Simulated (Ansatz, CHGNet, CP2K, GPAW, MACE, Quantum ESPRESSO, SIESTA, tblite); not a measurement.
# CP2K runs on glassy 77ZrO2-23SiO2 (mol %) (90 atoms)

How do the settings of CP2K change the result for glassy 77ZrO2-23SiO2 (mol %) (90 atoms)? A plane-wave run serves as the yardstick.

Method: the method is named at each step, in CP2K 2026.2.

**1. Set-up**

The cell holds 90 atoms: 23 Zr, 7 Si and 60 O. Cell: a = 10.551 Å, b = 10.551 Å, c = 10.551 Å, α = 90.0°, β = 90.0°, γ = 90.0°. 90 atoms (23 Zr, 7 Si, 60 O) placed at random at 4.39 g/cm³, melted at 4000 K for 10 ps at fixed volume with the Morse and Coulomb pair potential with partial charges (Pedone, Malavasi, Menziani, Cormack and Segre, J. Phys. Chem. B 110, 11780 (2006)). Quenched from 1800 K to 300 K at 50 K/ps and fixed volume, held 10 ps at zero pressure, then minimised at fixed cell. Then every atom was moved at random, 0.03 Å r.m.s. a Cartesian component.

The yardstick, on the same geometry:

* method: Kohn-Sham DFT, PBE, SSSP efficiency 1.3.0 pseudopotentials, plane waves (Quantum ESPRESSO 7.5); sssp-pbe-1.3.0-efficiency, cutoffs 60/480 Ry, Γ point
* r.m.s. force component: 1.335 eV/Å
* longest force: 7.467 eV/Å
* pressure: 2.401 GPa
* gap (highest filled to lowest empty level): 3.207 eV
* time: 4.2 min on 4 MPI ranks of Arm Neoverse V1, shared host
* CPU time: 17 min

**2. PBE, DZVP-MOLOPT-SR, 600/50 Ry, diagonalisation**

Method: Kohn-Sham DFT, PBE, GTH-PBE pseudopotentials, Gaussian and plane waves, DZVP-MOLOPT-SR-GTH, diagonalisation.

Input file input.inp:

```
&GLOBAL
  PROJECT cell
  RUN_TYPE ENERGY_FORCE
  PRINT_LEVEL LOW
&END GLOBAL
&FORCE_EVAL
  METHOD QS
  STRESS_TENSOR ANALYTICAL
  &DFT
    BASIS_SET_FILE_NAME BASIS_MOLOPT
    POTENTIAL_FILE_NAME GTH_POTENTIALS
    &MGRID
      CUTOFF 600
      REL_CUTOFF 50
      NGRIDS 5
    &END MGRID
    &QS
      EPS_DEFAULT 1.0E-12
    &END QS
    &SCF
      SCF_GUESS ATOMIC
      EPS_SCF 5.0E-06
      MAX_SCF 200
      ADDED_MOS 14
      &DIAGONALIZATION
        ALGORITHM STANDARD
      &END DIAGONALIZATION
      &SMEAR ON
        METHOD FERMI_DIRAC
        ELECTRONIC_TEMPERATURE [K] 580
      &END SMEAR
      &MIXING
        METHOD BROYDEN_MIXING
        ALPHA 0.3
        NBROYDEN 12
      &END MIXING
      &PRINT
        &RESTART OFF
        &END RESTART
      &END PRINT
    &END SCF
    &XC
      &XC_FUNCTIONAL PBE
      &END XC_FUNCTIONAL
    &END XC
    &PRINT
      &MULLIKEN ON
      &END MULLIKEN
      &HIRSHFELD ON
        SHAPE_FUNCTION DENSITY
      &END HIRSHFELD
      &MO ON
        EIGENVALUES T
        OCCUPATION_NUMBERS T
        MO_INDEX_RANGE 321 344
        &EACH
          QS_SCF 0
        &END EACH
        ADD_LAST NUMERIC
      &END MO
    &END PRINT
  &END DFT
  &SUBSYS
    &CELL
      A 10.55091 0.00000 0.00000
      B 0.00000 10.55091 0.00000
      C 0.00000 0.00000 10.55091
    &END CELL
    &COORD
      Zr 1.36560 6.98196 1.93947
      Zr 10.29463 2.10638 3.37925
      Zr 2.44232 5.41346 5.24612
      Zr 4.57667 6.88816 2.91258
      Zr 0.90970 10.43295 1.19384
      Zr 6.65488 6.36146 5.46115
      Zr 4.04448 6.47256 7.92468
      Zr 9.95510 3.73323 6.62059
      Zr 9.71412 7.46540 6.57068
      Zr 9.76993 7.89176 10.17350
      Zr 6.86231 8.69268 7.86908
      Zr 3.83779 4.46388 0.57650
      Zr 4.07497 8.87363 10.45901
      Zr 4.51579 9.79800 5.33749
      Zr 8.30462 0.48640 5.75056
      Zr 1.82109 8.86287 7.54559
      Zr 8.50762 6.37834 2.94571
      Zr 4.87610 1.07271 7.93312
      Zr 0.61828 4.10874 0.43586
      Zr 6.40693 6.43067 10.43158
      Zr 10.24757 1.51690 8.88904
      Zr 8.15701 3.61791 0.39070
      Zr 6.72283 9.11852 2.60407
      Si 4.33632 2.43093 4.61138
      Si 2.43631 3.44835 8.17833
      Si 0.96277 9.66843 4.57371
      Si 6.73792 4.26732 7.81126
      Si 7.24162 3.26097 3.64017
      Si 3.27205 1.27866 2.05110
      Si 8.45212 0.44071 0.72664
      O 7.75808 6.87160 7.26103
      O 10.32607 0.35683 4.65010
      O 0.34143 3.31868 4.80003
      O 8.40981 1.67506 10.23850
      O 6.53281 0.09791 6.94988
      O 9.23890 1.75208 7.06763
      O 3.30750 7.42594 1.29312
      O 5.44026 7.72749 8.93662
      O 4.65369 5.89543 4.77355
      O 9.83187 3.46735 1.73784
      O 4.54438 1.35484 5.81482
      O 3.00226 10.45120 1.13538
      O 6.57111 7.09981 3.39359
      O 4.14725 1.40000 3.39739
      O 0.07850 7.79121 8.36044
      O 0.10298 6.13398 0.37160
      O 2.78280 7.17947 6.55845
      O 8.57557 8.13475 1.86224
      O 0.20152 5.70256 6.34405
      O 5.69390 8.17801 6.21828
      O 4.61085 5.37970 9.66368
      O 0.94410 2.97842 7.78341
      O 7.03081 4.69178 9.42112
      O 9.52009 10.07506 10.35044
      O 2.27119 4.11032 9.69797
      O 8.67897 9.36214 6.89523
[... 30 atom lines left out ...]
      O 2.48569 10.05407 4.94247
      O 5.71237 5.26311 7.16839
      O 3.74336 9.96027 7.26662
      O 0.99105 10.53793 8.34260
    &END COORD
    &KIND Zr
      BASIS_SET DZVP-MOLOPT-SR-GTH-q12
      POTENTIAL GTH-PBE-q12
    &END KIND
    &KIND Si
      BASIS_SET DZVP-MOLOPT-SR-GTH-q4
      POTENTIAL GTH-PBE-q4
    &END KIND
    &KIND O
      BASIS_SET DZVP-MOLOPT-SR-GTH-q6
      POTENTIAL GTH-PBE-q6
    &END KIND
  &END SUBSYS
  &PRINT
    &FORCES ON
    &END FORCES
    &STRESS_TENSOR ON
    &END STRESS_TENSOR
  &END PRINT
&END FORCE_EVAL
```

Started as:

```console
> OMP_NUM_THREADS=1 mpirun -np 4 cp2k.psmp -i input.inp > output.txt
```

Numbers of over 12 decimals in the logs are rounded to 6 here.

The program printed:

```text
CP2K| version string:                                       CP2K version 2026.2
 CP2K| Input file name                                                 input.inp
 GLOBAL| Basis set file name                                        BASIS_MOLOPT
 GLOBAL| Potential file name                                      GTH_POTENTIALS
 GLOBAL| Run type                                                   ENERGY_FORCE
 GLOBAL| Total number of message passing processes                             4
 GLOBAL| Number of threads for this process                                    1
 TOTAL NUMBERS AND MAXIMUM NUMBERS
  Total number of            - Atomic kinds:                                   3
                             - Atoms:                                         90
                             - Shell sets:                                    90
                             - Shells:                                       519
                             - Primitive Cartesian functions:                489
                             - Cartesian basis functions:                   1651
                             - Spherical basis functions:                   1469
  Maximum angular momentum of- Orbital basis functions:                        3
                             - Local part of the GTH pseudopotential:          2
                             - Non-local part of the GTH pseudopotential:      4
 SCF PARAMETERS         Density guess:                                    ATOMIC
                        max_scf:                                             200
                        eps_scf:                                        5.00E-06
                        added MOs                                        14    0
                        Mixing method:                            BROYDEN_MIXING
                                                charge density mixing in g-space
                        Smear method:                                FERMI_DIRAC
                        Electronic temperature [K]:                        580.0
                        Electronic temperature [a.u.]:                  1.84E-03
                        Accuracy threshold:                             1.00E-10
 Extrapolation method: initial_guess
 Number of electrons:                                                        664
 Number of occupied orbitals:                                                332
 Number of molecular orbitals:                                               346
 Number of orbital functions:                                               1469
 Number of independent orbital functions:                                   1469
 SCF WAVEFUNCTION OPTIMIZATION
  Step     Update method      Time    Convergence         Total energy    Change
     1 NoMix/Diag. 0.30E+00    6.3     1.97132093     -2082.3385434979 -2.08E+03
     2 Broy./Diag. 0.30E+00    8.6     0.40141828     -1993.1056938704  8.92E+01
     3 Broy./Diag. 0.30E+00    8.6     0.08885901     -2073.7379909335 -8.06E+01
     4 Broy./Diag. 0.30E+00    8.6     0.02458985     -2082.4818339291 -8.74E+00
[...]
14 Broy./Diag. 0.30E+00    8.6     0.00000756     -2079.1837458452 -9.10E-04
    15 Broy./Diag. 0.30E+00    8.6     0.00000222     -2079.1839393248 -1.93E-04
  *** SCF run converged in    15 steps ***
  Electronic density on regular grids:       -664.0000000000        0.0000000000
  Core density on regular grids:              663.9999999996       -0.0000000004
  Total charge density on r-space grids:       -0.0000000004
  Total charge density g-space grids:          -0.0000000004
  Overlap energy of the core charge distribution:               8.3279e-07
  Self energy of the core charge distribution:              -4551.246351
  Core Hamiltonian energy:                                   1172.199602
  Hartree energy:                                            1659.031750
  Exchange-correlation energy:                               -359.168941
  Electronic entropic energy:                                  -1e-14
  Fermi energy:                                                 0.276008
  Total energy:                                             -2079.183939
  Total energy (extrapolated to T->0):                      -2079.183939
 MO| EIGENVALUES AND OCCUPATION NUMBERS
 MO|
 MO|  Index      Eigenvalue [a.u.]        Eigenvalue [eV]             Occupation
 MO|    321               0.196792               5.354987               2.000000
 MO|    322               0.197643               5.378126               2.000000
 MO|    323               0.199371               5.425173               2.000000
[...]
MO|    343               0.353068               9.607456               0.000000
 MO|    344               0.354759               9.653487               0.000000
 MO| Sum:                                                             664.000000
 MO| E(Fermi):            0.276008 a.u.          7.510568 eV
 !-----------------------------------------------------------------------------!
                     Mulliken Population Analysis
 #  Atom  Element  Kind  Atomic population                           Net charge
       1     Zr       1         10.873387                              1.126613
       2     Zr       1         10.694974                              1.305026
       3     Zr       1         10.643572                              1.356428
[...]
89     O        3          6.592143                             -0.592143
      90     O        3          6.559651                             -0.559651
 # Total charge                            664.000000                 -0.000000
 !-----------------------------------------------------------------------------!
 !-----------------------------------------------------------------------------!
                           Hirshfeld Charges
  #Atom  Element  Kind  Ref Charge     Population                    Net charge
      1       Zr     1      12.000         11.375                         0.625
      2       Zr     1      12.000         11.288                         0.712
      3       Zr     1      12.000         11.202                         0.798
[...]
89       O      3       6.000          6.351                        -0.351
     90       O      3       6.000          6.364                        -0.364
  Total Charge                                                            0.001
 !-----------------------------------------------------------------------------!
 ENERGY| Total FORCE_EVAL ( QS ) energy [hartree]          -2079.183981
 FORCES| Atomic forces [hartree/bohr]
 FORCES|   Atom     x               y               z               |f|
 FORCES|      1 -9.28416356E-03 -2.01628624E-03  1.59839795E-02   1.85943192E-02
 FORCES|      2  2.14380503E-02 -5.57774364E-03 -2.83780371E-03   2.23328090E-02
 FORCES|      3  1.51227953E-02  4.56738023E-03 -1.85270302E-02   2.43477052E-02
[...]
FORCES|     89 -1.37861815E-02 -2.24360650E-02  2.66830439E-03   2.64680121E-02
 FORCES|     90 -4.76889563E-03 -4.44951553E-03 -2.11712240E-03   6.85731444E-03
 FORCES| Sum     2.56492113E-03 -7.17818336E-03  3.91676115E-03
 FORCES| Total atomic force                                       8.57007320E-03
 STRESS| Analytical stress tensor [bar]
 STRESS|                        x                   y                   z
 STRESS|      x        3.43544359736E+04   1.36775414687E+04   1.78189318747E+04
 STRESS|      y        1.36775414687E+04   1.16935707764E+04   5.26601132985E+02
 STRESS|      z        1.78189318747E+04   5.26601132985E+02   3.26682777892E+04
 STRESS| 1/3 Trace                                             2.62387615131E+04
```

Run time: 2.7 min. Hardware: 4 MPI ranks of Arm Neoverse V1, shared host; peak memory 6.2 GiB; 11 min of CPU time.

Banners, paths, timers and routine set-up lines are dropped from the logs unmarked, and long logs keep their key lines alone; longer cuts are marked.

Against the reference:

| Quantity | Value |
| --- | --- |
| r.m.s. force component | 1.309 eV/Å |
| r.m.s. difference of force components | 82.24 meV/Å |
| longest difference of force vectors | 410.5 meV/Å |
| force difference over r.m.s. force | 6.159 % |
| slope of forces against the reference's | 0.9784 |
| correlation of force components | 0.9983 |
| gap (highest filled to lowest empty level) | 3.109 eV |
| gap difference | -0.0981 eV |
| pressure | 2.624 GPa |
| pressure difference | 0.2232 GPa |

Length of the force difference by element (eV/Å):

```csv
element,atoms,mean,most
O,60,0.11,0.41
Si,7,0.26,0.35
Zr,23,0.089,0.17
```

Levels nearest the highest filled one (eV from it): -0.58, -0.55, -0.51, -0.46, -0.42, -0.39, -0.28, -0.23, -0.12, -0.05, -0.01, 0.00, 3.11, 3.16, 3.25, 3.35, 3.41, 3.44, 3.49, 3.50, 3.53, 3.60, 3.67, 3.72.

Local excerpt of 10 atoms (numbers count through the whole input) about O62, which bears the longest force; x, y, z are measured from there.

```csv
atom,x,y,z,distance (Å),bonds,Hirshfeld charge (e),Fx,Fy,Fz (eV/Å)
O62,0.00,0.00,0.00,0.00,2,-0.32,6.00,0.23,-3.74
Si27,-1.20,0.07,0.89,1.49,4,0.44,-3.25,-2.93,4.68
Zr8,2.02,-0.47,-0.30,2.10,5,0.76,-0.09,0.84,-2.04
O88,-2.22,1.06,0.25,2.47,3,-0.29,-2.15,2.77,-1.28
O79,-1.82,-1.40,1.13,2.56,2,-0.36,-0.82,-1.54,-0.05
O31,-0.17,2.67,0.34,2.70,3,-0.33,0.47,0.73,-0.81
O53,-0.90,0.49,2.50,2.71,3,-0.29,1.03,-0.03,0.43
O36,1.31,-2.45,0.15,2.78,3,-0.34,0.52,0.86,0.73
Zr6,-1.28,2.16,-1.46,2.90,7,0.68,0.01,-0.02,0.37
O60,-0.28,0.64,-2.85,2.93,3,-0.30,-0.32,-1.38,0.66
```

Forces lie 6.2 % from the reference's, at 0.65 times its CPU time.

[end of part 1 of 2]

[Also dropped from logs without a mark: logging warnings of Python, and SIESTA's first energy breakdown and zero terms.]

[Logs are printed without paths, hosts, clocks, repeated set-up lines and the standing remarks that a program may print on its own settings, such as how far it seeks lower states.]

[Hosts, paths, dates, database ids (printed as entryN), source tags and the programs' standing remarks are cut or masked in the printed files.]
